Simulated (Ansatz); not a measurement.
# Fe wire along [111], 7 atoms a period: bands by functional and under strain, part 2 of 3

Aim: is the Fe wire along [111], 7 atoms a period a metal or a semiconductor?

Ansatz 0.2.0; DFT PBE, plane waves, PAW; relaxation of a wire's period (the session's first sound run).

So far. Step 2 (Relaxing the period): The cell's length comes to 2.426 Å with an absolute moment of 20.66 μB a cell.

### 3. Bands of the perfect wire

This step: DFT PBE, plane waves, PAW; channels and complex bands of a perfect wire (Ansatz 0.2.0).

At the relaxed period the Bloch states of the perfect wire are found at each energy: those that move forward count the open channels, and those that decay describe how a disturbance dies away inside the wire itself. An energy step of 0.035 eV is under the 0.039 eV that the program asks for its thermal average at 300 K.

Contents of input.yaml:

```yaml
crystal:
  lattice:
    - [10.802, 0.0, 0.0]
    - [0.0, 12.577, 0.0]
    - [0.0, 0.0, 2.4264169195]
  atoms:
    - { symbol: Fe, position: [0.503163636, 0.443516572, 0.045908949], spin: 2.55 }
    - { symbol: Fe, position: [0.468742678, 0.627866257, 0.359937266], spin: 2.65 }
    - { symbol: Fe, position: [0.717768873, 0.388702639, 0.257112363], spin: 2.75 }
    - { symbol: Fe, position: [0.313670676, 0.510852228, 0.699485205], spin: 2.82 }
    - { symbol: Fe, position: [0.562780618, 0.27783681, 0.646641648], spin: 2.77 }
    - { symbol: Fe, position: [0.671590376, 0.563338228, 0.654045756], spin: 2.64 }
    - { symbol: Fe, position: [0.632863566, 0.733738259, 0.00353548], spin: 2.74 }
magnetization:
  spin_polarized: true
kpoints:
  mp_grid: { grid: [1, 1, 33] }
  band_path: { path: ["Γ", Z], npoints: 50 }
scf:
  occupations: { method: fermi_dirac, width: 0.05 }
hamiltonian:
  xc: pbe
output:
  transmission:
    e_range: [-2, 2]
    de: 0.035
    kmesh: [1, 1]
    reduced_basis: true
    leads: [[0, 0]]
  dos: { e_range: [-5, 4] }
  write_potential: true
  write_density: true
  volumetric_format: npy
  elf: true
```

Command:

```
> ansatz run input.yaml --threads 8 --pin off --max-ram 16384MiB --backend cpu --events-out ev --progress --plain --runs-dir out
```

Numbers of over 12 decimals in the logs are rounded to 6 here.

Log:

```text
[...]
Crystal: 7 atoms, lattice volume = 329.645 Å³
Basis set: ecut = 420 eV, 6383 PW (Γ)
Bands: 79, of which v1, the nominal top of the filled ones, is band 56 counted from 1 (55 counted from 0)
Symmetry: 1 space group operations
[...]
k-points: 17 of 33 (time reversal used)
[...]
Starting moments: Σ|m| = 18.92 μB on 7 of 7 sites
[...]
SCF iter   1: F=—  HF=-31352.761153 eV  |F-HF|=—  |Δ(HF+E_count)|=         —  Δρ=3.75e-2 (↑2.26e-2 ↓3.75e-2)  dr2=2.22e1  dr2_m=2.03e0  M=19.749 μB ∫|m|=19.941 μB  β_m=0.30  ethr=3.10e-3  ⟨swp⟩=8.6  Hψ=13234  notcnv=0  defer=48
[...]
SCF iter  14: F=-31354.686207 eV  HF=-31354.686207 eV  |F-HF|=1.78e-8  |Δ(HF+E_count)|=   7.14e-9  Δρ=1.80e-6 (↑8.57e-7 ↓1.80e-6)  dr2=2.25e-8  dr2_m=1.56e-9  M=19.961 μB ∫|m|=20.663 μB  ethr=5.73e-11  ⟨swp⟩=13.6  Hψ=13053  notcnv=0
SCF 1 converged in 14 iterations: F = -31354.686207 eV  dr2 = 2.25e-8
[...]
transmission: 6 of 36 steps passed
transmission: 9 of 36 steps passed
[...]
transmission: 36 of 36 steps passed
WARN: The output density's exchange-correlation potential varies sharply where the density is thin. Do not read a vacuum level from v_tot or v_xc, or from such a field of the output density. On a cell that repeats whose density bears no net charge and no dipole along the vacuum's axis use v_es (v_loc + v_h of the components); under efield.dipole_correction with no amplitude use v_es + v_field, which holds any externa [...]
NSCF: frozen V_eff on 51 k-points
SCF converged after 14 iterations
Magnetization: 19.9612 μB (65.9806 up, 46.0194 down)
Absolute magnetization: 20.6641 μB (∫|ρ↑−ρ↓|, with the PAW one-centre terms)
[...]
Per-site moments (μB) at R_I (Å): [(2.554857, 0.977335), (2.654684, 0.980550), (2.754783, 0.979673), (2.816212, 0.977335), (2.772111, 0.979673), (2.637992, 0.966262), (2.741103, 0.966262)]
Free energy (F): -31354.686207 eV
[...]
Internal energy: -31354.630776 eV  (E = F + TS)
E sigma→0 (E₀):  -31354.658491 eV
Entropy (-TS):   -0.055431 eV (-7.919 meV/atom)
Fermi energy:    1.509811 eV
[...]
--- Band table (eV; the first three rows and the last of 34) ---
  k-point 0 ↑: bands = [... 52 lower, -0.0230, 0.0320, 0.0923, 0.0954, 0.1576, 0.2097, 0.2943, 0.3593, ... 19 higher]
  k-point 1 ↑: bands = [... 52 lower, -0.0497, 0.0410, 0.0508, 0.1004, 0.1310, 0.2132, 0.3064, 0.3613, ... 19 higher]
  k-point 2 ↑: bands = [... 52 lower, -0.1254, -0.0382, 0.0096, 0.1076, 0.1248, 0.1784, 0.3010, 0.3218, ... 19 higher]
  k-point 16 ↓: bands = [... 52 lower, 2.8731, 2.9926, 3.0984, 3.1759, 3.2560, 3.3106, 3.4648, 3.5853, ... 19 higher]
--- Transmission ---
  basis      : 1187 plane waves across, 3 finite elements along
  points     : 1, standing for a mesh of 1 x 1
  filling    : by the input's occupations and mesh, since the crystals that have channels conduct as metals do. If one of these is a semiconductor, that mesh has misplaced its level
  energies   : 115 from -2.000000 to 1.990000 eV about the Fermi level, 0.035000 eV apart; the leads are filled to 0.000000 eV, and channels, transmission and decay are at -0.005000 eV
  crystal 0  : Fe7, at the sites [0, 0], period 2.4264 Å: whole cells are its period
    offset         : up to 0.0000 Å between an atom of the period and one for which it stands
    filled         : 4.2 meV under the level at which it is neutral
    channels       : 6.000000e0 up, 3.000000e0 down
    conductance    : 2.7685e14 S/m² at 300 K; may be off by some 0.1 % by where its bands' edges are placed, 0.1 % from the distance to neutral
```

Elapsed: 13 min, on 8 threads of Intel Xeon Platinum 8259CL at 2.50GHz (Skylake/Cascade Lake), shared host; peak memory 4.9 GiB.

Numbers from this step:

* energy at zero smearing: -31354.6585 eV
* channels at the energy nearest the Fermi level, spin up: 6
* channels at the energy nearest the Fermi level, spin down: 3
* conductance of the lead as this run defines it: 4.854 G₀
* band gap: 0 eV

Open channels of the lead against energy, zero at the Fermi level:

| energy (eV) | spin up | spin down |
| --- | --- | --- |
| -2.00 | 8 | 4 |
| -1.90 | 8 | 4 |
| -1.79 | 9 | 3 |
| -1.69 | 11 | 4 |
| -1.58 | 11 | 4 |
| -1.48 | 11 | 2 |
| -1.37 | 8 | 3 |
| -1.23 | 7 | 3 |
| -1.12 | 8 | 5 |
| -1.02 | 7 | 3 |
| -0.92 | 7 | 4 |
| -0.81 | 8 | 3 |
| -0.70 | 7 | 4 |
| -0.60 | 8 | 3 |
| -0.49 | 8 | 3 |
| -0.39 | 6 | 4 |
| -0.28 | 7 | 4 |
| -0.18 | 7 | 7 |
| -0.07 | 6 | 6 |
| -0.01 | 6 | 3 |
| 0.07 | 6 | 5 |
| 0.17 | 6 | 5 |
| 0.28 | 6 | 5 |
| 0.38 | 6 | 9 |
| 0.48 | 6 | 9 |
| 0.59 | 6 | 9 |
| 0.69 | 7 | 8 |
| 0.80 | 7 | 10 |
| 0.91 | 7 | 9 |
| 1.01 | 7 | 8 |
| 1.11 | 7 | 10 |
| 1.22 | 8 | 10 |
| 1.36 | 9 | 8 |
| 1.47 | 9 | 8 |
| 1.57 | 9 | 8 |
| 1.68 | 8 | 9 |
| 1.78 | 9 | 5 |
| 1.89 | 9 | 6 |
| 1.99 | 8 | 7 |

Spin up; the slowest values at each energy, most degenerate partners merged, listed up to 1.5 1/Å. Table of Im kz of the slowest decaying states by energy, zero at the Fermi level:

| energy (eV) | decay 1 (Å⁻¹) | decay 2 (Å⁻¹) | decay 3 (Å⁻¹) | decay 4 (Å⁻¹) |
| --- | --- | --- | --- | --- |
| -2.0000 | 0.0597 | 0.116 | 0.149 | 0.185 |
| -1.7550 | 0.0596 | 0.0981 | 0.102 | 0.120 |
| -1.5100 | 0.0547 | 0.0982 | 0.181 | 0.222 |
| -1.2650 | 0.0656 | 0.149 | 0.150 | 0.221 |
| -0.9850 | 0.0401 | 0.0896 | 0.122 | 0.152 |
| -0.7400 | 0.0431 | 0.104 | 0.135 | 0.266 |
| -0.4950 | 0.0655 | 0.104 | 0.112 | 0.235 |
| -0.2500 | 0.177 | 0.216 | 0.288 | 0.323 |
| -0.0050 | 0.182 | 0.196 | 0.203 | 0.295 |
| 0.2400 | 0.163 | 0.225 | 0.283 | 0.285 |
| 0.4850 | 0.0987 | 0.222 | 0.256 | 0.357 |
| 0.7650 | 0.203 | 0.354 | 0.395 | 0.423 |
| 1.0100 | 0.150 | 0.319 | 0.382 | 0.473 |
| 1.2550 | 0.0796 | 0.272 | 0.360 | 0.517 |
| 1.5000 | 0.203 | 0.330 | 0.557 | 0.652 |
| 1.7450 | 0.0445 | 0.0656 | 0.288 | 0.594 |

Spin down; the slowest values at each energy, most degenerate partners merged, listed up to 1.5 1/Å. Im kz of the slowest decaying states against energy, zero at the Fermi level:

| energy (eV) | decay 1 (Å⁻¹) | decay 2 (Å⁻¹) | decay 3 (Å⁻¹) | decay 4 (Å⁻¹) |
| --- | --- | --- | --- | --- |
| -2.0000 | 0.174 | 0.270 | 0.352 | 0.505 |
| -1.7550 | 0.145 | 0.284 | 0.290 | 0.372 |
| -1.5100 | 0.0528 | 0.171 | 0.279 | 0.412 |
| -1.2650 | 0.0666 | 0.0938 | 0.149 | 0.159 |
| -0.9850 | 0.0357 | 0.118 | 0.160 | 0.209 |
| -0.7400 | 0.0415 | 0.0420 | 0.135 | 0.222 |
| -0.4950 | 0.0677 | 0.0776 | 0.0990 | 0.120 |
| -0.2500 | 0.0712 | 0.104 | 0.199 | 0.257 |
| -0.0050 | 0.0701 | 0.071 | 0.132 | 0.211 |
| 0.2400 | 0.104 | 0.122 | 0.216 | 0.222 |
| 0.4850 | 0.0864 | 0.186 | 0.201 | 0.300 |
| 0.7650 | 0.178 | 0.205 | 0.289 | 0.320 |
| 1.0100 | 0.0807 | 0.143 | 0.146 | 0.158 |
| 1.2550 | 0.0934 | 0.144 | 0.211 | 0.273 |
| 1.5000 | 0.0850 | 0.109 | 0.111 | 0.159 |
| 1.7450 | 0.0493 | 0.0930 | 0.119 | 0.127 |

Spin density in the ca plane at fractional y = 0.278, with atoms of Fe within 0.2 Å of it.

Ten even steps from '0' (0.0 e/Å³) to '9' (5.4 e/Å³), each cell a mean:
```
0000000000000
0000000000000
0000000000000
0000000000000
0000000000000
0000000000000
0000000000000
0000000000000
0000000000000
0000001355310
0000002699520
0000000122100
0000000000000
0000000000000
0000000000000
0000000000000
0000000000000
0000000000000
0000000000000
0000000000000
0000000000000
0000000000000
0000000000000
0000000000000
```
Columns run along c (2.4 Å), rows up along a (10.8 Å). Atoms in or near the plane, at fractional coordinates: Fe at (0.65, 0.56).

Electrostatic potential energy in the ca plane at fractional y = 0.278, with atoms of Fe within 0.2 Å of it. With pseudopotentials it is smooth inside the atoms' cores, unlike the true potential.

Ten even steps from '0' (-46 eV) to '9' (6 eV), each cell a mean:
```
9999999999999
9999999999999
9999999999999
9999999999999
9999999999999
9999999999999
9999999999999
9999999999999
8999876545568
7888631000014
6888520000003
8888753211236
9999988777788
9999999999999
9999999999999
9999999999999
9999999999999
9999999999999
9999999999999
9999999999999
9999999999999
9999999999999
9999999999999
9999999999999
```
Columns run along c (2.4 Å; values clipped at the 3rd and 97th percentile), rows up along a (10.8 Å). Atoms in or near the plane, at fractional coordinates: Fe at (0.65, 0.56).

ELF in the ca plane at fractional y = 0.278, with atoms of Fe within 0.2 Å of it. It is the smooth field of the valence electrons, not physical close to the nuclei.

Ten even steps from '_' (0.00) to '@' (0.83), each cell a mean:
```
__________________________
__________________________
..........................
..........................
::::::::::::::::::::--::::
--::::::::::::----======--
==------------============
============------------==
--======--::::------::::::
::----::::--++##%%%%**++--
::::--::::==**%%@@@@%%**==
::--==--::::--++++++==--::
--======::::............::
----==----::::........::::
::::::::::............::::
............________......
__________________________
__________________________
__________________________
__________________________
__________________________
__________________________
__________________________
__________________________
```
Columns run along c (2.4 Å), rows up along a (10.8 Å). Atoms in or near the plane, at fractional coordinates: Fe at (0.65, 0.56).

By hand: the program gives 2.7685 × 10^14 S/m² over the cell's cross-section of 135.86 Å² = 1.359 × 10^-18 m², so one cell conducts 3.761 × 10^-4 S. Divided by G0 = 2e²/h = 7.748 × 10^-5 S this is 4.85 G0, a resistance of 2.66 kΩ.

At the computed energy nearest the Fermi level there are 6 spin-up and 3 spin-down channels, and the thermal average gives 4.85 G₀.

### 4. Another level of theory, level LDA, cutoff 420 eV

This step: DFT LDA, plane waves, PAW; bands of a perfect wire at the PBE geometry (Ansatz 0.2.0).

The atoms stay at the PBE geometry and the functional changes. At fixed atoms LDA and the gradient-corrected functionals usually give like bands; this run checks that. Against the first PBE run of this kind, the mesh along the wire has 25 points against 33.

Edit input.yaml of step 3 so:

```diff
@@ -16,3 +16,3 @@
 kpoints:
-  mp_grid: { grid: [1, 1, 33] }
+  mp_grid: { grid: [1, 1, 25] }
   band_path: { path: ["Γ", Z], npoints: 50 }
@@ -21,14 +21,2 @@
 hamiltonian:
-  xc: pbe
-output:
-  transmission:
-    e_range: [-2, 2]
-    de: 0.035
-    kmesh: [1, 1]
-    reduced_basis: true
-    leads: [[0, 0]]
-  dos: { e_range: [-5, 4] }
-  write_potential: true
-  write_density: true
-  volumetric_format: npy
-  elf: true
+  xc: lda
```

Log:

```text
[...]
Crystal: 7 atoms, lattice volume = 329.645 Å³
Basis set: ecut = 420 eV, 6383 PW (Γ)
Bands: 79, of which v1, the nominal top of the filled ones, is band 56 counted from 1 (55 counted from 0)
Symmetry: 1 space group operations
[...]
k-points: 13 of 25 (time reversal used)
[...]
Starting moments: Σ|m| = 18.92 μB on 7 of 7 sites
[...]
SCF iter   1: F=—  HF=-30927.053822 eV  |F-HF|=—  |Δ(HF+E_count)|=         —  Δρ=3.73e-2 (↑1.77e-2 ↓3.73e-2)  dr2=2.30e1  dr2_m=1.50e0  M=19.310 μB ∫|m|=19.436 μB  β_m=0.30  ethr=3.10e-3  ⟨swp⟩=8.9  Hψ=10262  notcnv=0  defer=37
[...]
SCF iter  13: F=-30928.351293 eV  HF=-30928.351293 eV  |F-HF|=1.52e-8  |Δ(HF+E_count)|=  7.28e-11  Δρ=1.47e-6 (↑1.47e-6 ↓1.26e-6)  dr2=1.71e-8  dr2_m=1.06e-9  M=19.671 μB ∫|m|=20.007 μB  ethr=4.51e-11  ⟨swp⟩=13.6  Hψ=9903  notcnv=0
SCF 1 converged in 13 iterations: F = -30928.351293 eV  dr2 = 1.71e-8
[...]
SCF converged after 13 iterations
Magnetization: 19.6705 μB (65.8353 up, 46.1647 down)
Absolute magnetization: 20.0074 μB (∫|ρ↑−ρ↓|, with the PAW one-centre terms)
[...]
Per-site moments (μB) at R_I (Å): [(2.490454, 0.977335), (2.593901, 0.980550), (2.684506, 0.979673), (2.763176, 0.977335), (2.718114, 0.979673), (2.570700, 0.966262), (2.690218, 0.966262)]
Free energy (F): -30928.351293 eV
[...]
Internal energy: -30928.281912 eV  (E = F + TS)
E sigma→0 (E₀):  -30928.316602 eV
Entropy (-TS):   -0.069381 eV (-9.912 meV/atom)
Fermi energy:    1.138830 eV
[...]
--- Band table (eV; the first three rows and the last of 26) ---
  k-point 0 ↑: bands = [... 52 lower, -0.2167, -0.1638, -0.1222, -0.1171, -0.0504, 0.0011, 0.0847, 0.1255, ... 19 higher]
  k-point 1 ↑: bands = [... 52 lower, -0.2719, -0.1915, -0.1665, -0.1014, -0.0832, -0.0109, 0.0932, 0.1228, ... 19 higher]
  k-point 2 ↑: bands = [... 52 lower, -0.3857, -0.3120, -0.2389, -0.1560, -0.0812, -0.0599, 0.0464, 0.0833, ... 19 higher]
  k-point 12 ↓: bands = [... 52 lower, 2.3681, 2.5206, 2.6252, 2.6868, 2.7964, 2.8305, 3.0674, 3.1740, ... 19 higher]
```

Elapsed: 34 s, on 8 threads; peak memory 2.2 GiB.

This step gave:

* energy at zero smearing: -30928.3166 eV
* total moment: 19.67 μB
* absolute moment: 20.01 μB

Site moment by atom:

| atom | site moment (μB) |
| --- | --- |
| Fe1 | 2.49 |
| Fe2 | 2.59 |
| Fe3 | 2.68 |
| Fe4 | 2.76 |
| Fe5 | 2.72 |
| Fe6 | 2.57 |
| Fe7 | 2.69 |

Bands cross the Fermi level, as under PBE at the relaxed period, with an absolute moment of 20.01 μB a cell.

### 5. Levels at the same atoms, level PBEsol, cutoff 420 eV

This step: DFT PBEsol, plane waves, PAW; bands of a perfect wire at the PBE geometry (Ansatz 0.2.0).

The atoms stay at the PBE geometry and the functional changes. At fixed atoms LDA and the gradient-corrected functionals usually give like bands; this run checks that. Against the first PBE run of this kind, the mesh along the wire has 25 points against 33.

Edit input.yaml of step 4 so:

```diff
@@ -21,2 +21,2 @@
 hamiltonian:
-  xc: lda
+  xc: pbesol
```

Log:

```text
[...]
Crystal: 7 atoms, lattice volume = 329.645 Å³
Basis set: ecut = 420 eV, 6383 PW (Γ)
Bands: 79, of which v1, the nominal top of the filled ones, is band 56 counted from 1 (55 counted from 0)
Symmetry: 1 space group operations
[...]
k-points: 13 of 25 (time reversal used)
[...]
Starting moments: Σ|m| = 18.92 μB on 7 of 7 sites
[...]
k-point 0 ↑: bands = [... 52 lower, -0.1089, -0.0494, 0.0091, 0.0140, 0.0745, 0.1224, 0.2081, 0.2656, ... 19 higher]
  k-point 1 ↑: bands = [... 52 lower, -0.1507, -0.0636, -0.0450, 0.0224, 0.0418, 0.1166, 0.2264, 0.2598, ... 19 higher]
  k-point 2 ↑: bands = [... 52 lower, -0.2636, -0.1742, -0.1142, -0.0295, 0.0415, 0.0694, 0.1856, 0.2099, ... 19 higher]
  k-point 12 ↓: bands = [... 52 lower, 2.7368, 2.8720, 2.9777, 3.0530, 3.1538, 3.1850, 3.3642, 3.4888, ... 19 higher]
[key lines of the parts left out:]
SCF converged after 15 iterations
Magnetization: 19.9750 μB (65.9875 up, 46.0125 down)
Free energy (F): -31131.811826 eV
Fermi energy:    1.410006 eV
```

Run time: 37 s. Hardware: 8 threads; peak memory 2.2 GiB.

Bands cross the Fermi level, as under PBE at the relaxed period, with an absolute moment of 20.56 μB a cell.

### 6. Levels at the same atoms, level r2SCAN, cutoff 500 eV

This step: DFT r2SCAN, plane waves, PAW; bands of a perfect wire at the PBE geometry (Ansatz 0.2.0).

The atoms stay at the PBE geometry and the functional changes. r2SCAN also reads the kinetic-energy density; it often gives larger moments and wider gaps than PBE, at a higher cost. Against the first PBE run of this kind, the cutoff is 500 eV against 420 and the mesh along the wire has 25 points against 33.

Edit input.yaml of step 5 so:

```diff
@@ -21,2 +21,2 @@
 hamiltonian:
-  xc: pbesol
+  xc: r2scan
```

Log:

```text
[...]
Crystal: 7 atoms, lattice volume = 329.645 Å³
Basis set: ecut = 500 eV, 8439 PW (Γ), exchange–correlation on 320×384×72 points (64 copies of the dense FFT grid, shifted against one another)
Bands: 79, of which v1, the nominal top of the filled ones, is band 56 counted from 1 (55 counted from 0)
Symmetry: 1 space group operations
[...]
k-point 0 ↑: bands = [... 52 lower, -0.8274, -0.7271, -0.6676, -0.6601, -0.5962, -0.5525, -0.4205, -0.3679, ... 19 higher]
  k-point 1 ↑: bands = [... 52 lower, -0.8563, -0.7501, -0.7145, -0.6431, -0.6069, -0.5616, -0.4334, -0.4016, ... 19 higher]
  k-point 2 ↑: bands = [... 52 lower, -0.9369, -0.8186, -0.7910, -0.6882, -0.6187, -0.5963, -0.4805, -0.4584, ... 19 higher]
  k-point 12 ↓: bands = [... 52 lower, 3.4180, 3.5070, 3.6458, 3.7122, 3.7769, 3.8326, 4.0311, 4.1036, ... 19 higher]
[key lines of the parts left out:]
SCF converged after 19 iterations
Magnetization: 20.9125 μB (66.4562 up, 45.5438 down)
Free energy (F): -31392.383170 eV
Fermi energy:    1.577477 eV
```

Elapsed: 83 s, on 8 threads; peak memory 3.2 GiB.

Bands cross the Fermi level, as under PBE at the relaxed period, with an absolute moment of 22.71 μB a cell.

### 7. Another level of theory, level PBE, no spin, cutoff 420 eV

This step: DFT PBE, plane waves, PAW; bands of a perfect wire at the PBE geometry (Ansatz 0.2.0).

The same atoms without spin show what the magnetic order does to the bands. Against the first PBE run of this kind, the mesh along the wire has 25 points against 33.

Contents of input.yaml:

```yaml
crystal:
  lattice:
    - [10.802, 0.0, 0.0]
    - [0.0, 12.577, 0.0]
    - [0.0, 0.0, 2.4264169195]
  atoms:
    - { symbol: Fe, position: [0.503163636, 0.443516572, 0.045908949] }
    - { symbol: Fe, position: [0.468742678, 0.627866257, 0.359937266] }
    - { symbol: Fe, position: [0.717768873, 0.388702639, 0.257112363] }
    - { symbol: Fe, position: [0.313670676, 0.510852228, 0.699485205] }
    - { symbol: Fe, position: [0.562780618, 0.27783681, 0.646641648] }
    - { symbol: Fe, position: [0.671590376, 0.563338228, 0.654045756] }
    - { symbol: Fe, position: [0.632863566, 0.733738259, 0.00353548] }
kpoints:
  mp_grid: { grid: [1, 1, 25] }
  band_path: { path: ["Γ", Z], npoints: 50 }
scf:
  occupations: { method: fermi_dirac, width: 0.05 }
hamiltonian:
  xc: pbe
```

Log:

```text
[...]
Crystal: 7 atoms, lattice volume = 329.645 Å³
Basis set: ecut = 420 eV, 6383 PW (Γ)
Bands: 68, of which v1, the nominal top of the filled ones, is band 56 counted from 1 (55 counted from 0)
Symmetry: 1 space group operations
[...]
k-points: 13 of 25 (time reversal used)
[...]
--- Band table (eV; the first three rows and the last of 13) ---
  k-point 0: bands = [... 52 lower, 1.0438, 1.0832, 1.1042, 1.2169, 1.3053, 1.3311, 1.3712, 1.4774, ... 8 higher]
  k-point 1: bands = [... 52 lower, 1.0055, 1.0637, 1.0835, 1.2090, 1.2898, 1.3106, 1.3632, 1.4378, ... 8 higher]
  k-point 2: bands = [... 52 lower, 0.9262, 0.9856, 1.0178, 1.2035, 1.2274, 1.2498, 1.3104, 1.3943, ... 8 higher]
  k-point 12: bands = [... 52 lower, 1.1672, 1.2680, 1.3241, 1.4041, 1.4387, 1.5190, 1.8600, 1.9332, ... 8 higher]
[key lines of the parts left out:]
SCF converged after 11 iterations
Free energy (F): -31350.312170 eV
Fermi energy:    1.205829 eV
```

Elapsed: 11 s, on 8 threads; peak memory 1.6 GiB; 84 s of CPU time.

Bands cross the Fermi level, as under PBE at the relaxed period.

(Part 2 of 3 ends here.)

[Logs are printed without paths, hosts, clocks, repeated set-up lines and the standing remarks that a program may print on its own settings, such as how far it seeks lower states.]

[Hosts, paths, dates, database ids (printed as entryN), source tags and the programs' standing remarks are cut or masked in the printed files.]
